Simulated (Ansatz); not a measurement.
The compound is NiO (Fm-3m).

```cif
data_structure
_symmetry_space_group_name_H-M 'P 1'
_symmetry_Int_Tables_number 1
_cell_length_a 2.9499
_cell_length_b 2.9499
_cell_length_c 2.9499
_cell_angle_alpha 60.000
_cell_angle_beta 60.000
_cell_angle_gamma 60.000
_cell_volume 18.15
loop_
_atom_site_label
_atom_site_type_symbol
_atom_site_fract_x
_atom_site_fract_y
_atom_site_fract_z
_atom_site_occupancy
Ni1 Ni 0.00000 0.00000 0.00000 1
O2 O 0.50000 0.50000 0.50000 1
```

The cell and positions come from the Crystallography Open Database and are kept as given unless a step says otherwise. The program's search for lower electronic states was switched off, so nothing shows that the state found is the lowest. PAW set soft_2, made with PBE.

A constrained-RPA run (Ansatz 0.2.0; non-magnetic LDA; Ni d + anion p, bands v7 to c1, 8×8×8 mesh, medium accuracy) builds 8 functions on bands 9.5 eV wide, with 14.0 electrons in the window. The bare on-site interaction is 26.2 eV and the bare J 0.91 eV.

**Question.** What U and J survive the screening?

On the Ni d shell, U = 9.28 eV (35 % of the bare value), U′ = 7.77 eV, J = 0.76 eV.

The parent state is non-magnetic and the interaction static (zero frequency); U depends on the window and the orbitals, so it belongs to this model alone. A window that holds the anion p bands defines a model with explicit ligands; its U belongs to that model and is not the U of DFT+U.

[Paths, hosts, dates, memory and timing lines, banners, echoed tables and standing remarks are left out of the program output.]

[Logs are printed without paths, hosts, clocks, repeated set-up lines and the standing remarks that a program may print on its own settings, such as how far it seeks lower states.]

[Runs of the session that timed out or met a known fault of the program may be left out.]

[Hosts, paths, dates, database ids (printed as entryN), source tags and the programs' standing remarks are cut or masked in the printed files.]
